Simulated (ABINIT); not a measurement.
## SiC (F-43m): G0W0 in ABINIT against the bands in the self-energy

How does the gap of SiC (F-43m) converge in the bands in the self-energy?

Main program and level: ABINIT 10.8.3; PBE and many-body steps on it, plane waves.

This is a report of a sequence of runs, with most program output left out.

### 1. The structure

Symmetry: F-43m, No. 216, cubic system. Conventional cell: a = 4.358 Å, b = 4.358 Å, c = 4.358 Å, α = 90.00°, β = 90.00°, γ = 90.00°. Si has 4 C at 1.89 Å nearest. C has 4 Si at 1.89 Å nearest. Farther neighbours are not listed.

The cell and positions come from the Crystallography Open Database and are kept as given unless a step says otherwise.

### 2. Screening, 6×6×6 mesh, 65 bands, screening to 217.7 eV

This step: ABINIT 10.8.3; RPA screening on PBE, plane waves, norm-conserving pseudopotentials.

The RPA dielectric matrix is built and inverted for each q.

run.abi

```
acell 3*1.0 Angstrom
rprim 
  -0.000000000000 2.179000000000 2.179000000000
  2.179000000000 -0.000000000000 2.179000000000
  2.179000000000 2.179000000000 -0.000000000000
ntypat 2
znucl 14 6
natom 2
typat 1 2
xred 
  0.000000000000 0.000000000000 0.000000000000
  0.250000000000 0.250000000000 0.250000000000
pp_dirpath "pseudos"
pseudos "Si.upf, C.upf"
ecut 37
ngkpt 6 6 6
nshiftk 1
shiftk 0 0 0
kptopt 1
chksymbreak 0
istwfk *1
occopt 1
irdwfk 1
optdriver 3
nband 65
ecuteps 8
inclvkb 2
awtr 1
symchi 1
indata_prefix "in"
outdata_prefix "out"
tmpdata_prefix "tmp"
```

Launch:

```sh
> OMP_NUM_THREADS=1 mpirun -n 4 abinit run.abi > log
```

Run time: 21 s. Hardware: 4 MPI ranks of Arm Neoverse V2, shared host; peak memory 0.58 GiB; 85 s of CPU time.

Numbers from this step:

- ε∞ with local fields, on this mesh, along the program's q direction: 7.079
- the same without local fields: 7.743
- plasma frequency: 23.09 eV
- plane waves in the screening matrix: 169

Local fields lower ε∞ by 9 %.

### 3. 12 bands

This step: G0W0 on PBE, plane waves, norm-conserving pseudopotentials.

run.abi: that of step 2 with these lines changed.

```diff
@@ -23,8 +23,17 @@
 irdwfk 1
-optdriver 3
-nband 65
+optdriver 4
+nband 12
+gwcalctyp 0
+ecutsigx 37
+symsigma 1
+nkptgw 2
+kptgw 
+  0.0000000000 0.0000000000 0.0000000000
+  0.5000000000 0.5000000000 0.0000000000
+bdgw 
+  2 8
+  3 6
 ecuteps 8
-inclvkb 2
-awtr 1
-symchi 1
+irdscr 1
+ppmodel 1
 indata_prefix "in"
```

Run time: 2.6 s. Hardware: 4 MPI ranks; peak memory 0.14 GiB.

This step gave:

```yaml
g0w0_gap_on_the_points_computed: 1.760 eV
starting_gap_on_the_mesh: 1.361 eV
k_of_the_valence_top: 0, 0, 0
k_of_the_conduction_bottom: 0.5, 0.5, 0
z_at_the_valence_top: 0.804
z_at_the_conduction_bottom: 0.829
least_direct_g0w0_gap_on_the_computed_points: 5.513 eV
```

### 4. 19 bands

The self-energy is evaluated for the states that the input lists, and the levels follow from it, in one-shot runs by the linearised quasiparticle equation.

run.abi: that of step 3 with these lines changed.

```diff
@@ -24,3 +24,3 @@
 optdriver 4
-nband 12
+nband 19
 gwcalctyp 0
```

The job ended after 3.2 s (4 MPI ranks; peak memory 0.53 GiB).

Numbers from this step:

```yaml
g0w0_gap_on_the_points_computed: 1.853 eV
starting_gap_on_the_mesh: 1.361 eV
k_of_the_valence_top: 0, 0, 0
k_of_the_conduction_bottom: 0.5, 0.5, 0
z_at_the_valence_top: 0.798
z_at_the_conduction_bottom: 0.824
least_direct_g0w0_gap_on_the_computed_points: 5.509 eV
```

The gap on the mesh goes from 1.36 eV to 1.85 eV, a correction of +0.49 eV.

### 5. 40 bands

run.abi: that of step 4 with these lines changed.

```diff
@@ -24,3 +24,3 @@
 optdriver 4
-nband 19
+nband 40
 gwcalctyp 0
```

Elapsed: 4.5 s, on 4 MPI ranks; peak memory 0.56 GiB; 18 s of CPU time.

Numbers from this step:

```
G0W0 gap on the points computed              : 1.972 eV
starting gap on the mesh                     : 1.361 eV
k of the valence top                         : 0, 0, 0
k of the conduction bottom                   : 0.5, 0.5, 0
least direct G0W0 gap on the computed points : 5.535 eV
```

Against the run before, the gap moves by +0.119 eV.

### 6. 65 bands

run.abi: that of step 5 with these lines changed.

```diff
@@ -24,3 +24,3 @@
 optdriver 4
-nband 40
+nband 65
 gwcalctyp 0
```

Wall time 6.5 s (4 MPI ranks); peak memory 0.63 GiB.

This step gave:

* G0W0 gap on the points computed: 2.037 eV
* starting gap on the mesh: 1.361 eV
* k of the valence top: 0, 0, 0
* k of the conduction bottom: 0.5, 0.5, 0
* least direct G0W0 gap on the computed points: 5.563 eV

Against the run before, the gap moves by +0.065 eV.

### 7. The runs together

Times are wall times on 4 MPI ranks of Arm Neoverse V2, shared host, good to a factor of about two. A run's time includes the screening step that it read.

```
     run   mesh  bands  screening cutoff (eV)  DFT gap (eV)  gap on the mesh (eV)  direct (eV)  ε∞ used  time
12 bands  6×6×6     12                  217.7         1.361                 1.760        5.513     7.08  24 s
19 bands  6×6×6     19                  217.7         1.361                 1.853        5.509     7.08  24 s
40 bands  6×6×6     40                  217.7         1.361                 1.972        5.535     7.08  26 s
65 bands  6×6×6     65                  217.7         1.361                 2.037        5.563     7.08  28 s
```

### 8. What came out

| Property | Result |
| --- | --- |
| 12 bands | 1.760 eV |
| 19 bands | 1.853 eV |
| 40 bands | 1.972 eV |
| 65 bands | 2.037 eV |
| known limits | not at the basis limit |

**Reading.** The setting moved: bands in the self-energy. From 12 bands to 65 bands the gap moves by +0.28 eV. The last step still moves it by +0.065 eV. Bands and screening cutoff are coupled, so a series along one setting does not show full convergence. Bands and cutoff are finite, so the gap is not at the basis limit. The miss can reach some tenths of an eV and take either sign; the mesh is an error of its own. In the first G0W0 run levels were corrected at 2 k points alone, so a gap called «on the mesh» is the least over those, and an edge elsewhere would be missed.

[Paths, hosts, dates, memory and timing lines, banners, echoed tables and standing remarks are left out of the program output.]

[Logs are printed without paths, hosts, clocks, repeated set-up lines and the standing remarks that a program may print on its own settings, such as how far it seeks lower states.]

[Runs of the session that timed out or met a known fault of the program may be left out.]

[No measured gap is set beside runs whose start may be inverted or whose files or cutoffs have a known fault.]

[Hosts, paths, dates, database ids (printed as entryN), source tags and the programs' standing remarks are cut or masked in the printed files.]

[G0W0 gaps are taken among the corrected bands and points alone; a level outside them can change the order at an edge.]

[Where Ansatz stands beside ABINIT at settings called matched, ABINIT's density can come from a denser mesh and the files from another edition; pairs whose starting gaps differed by over 0.03 eV were left out, so agreement reads better than it is.]
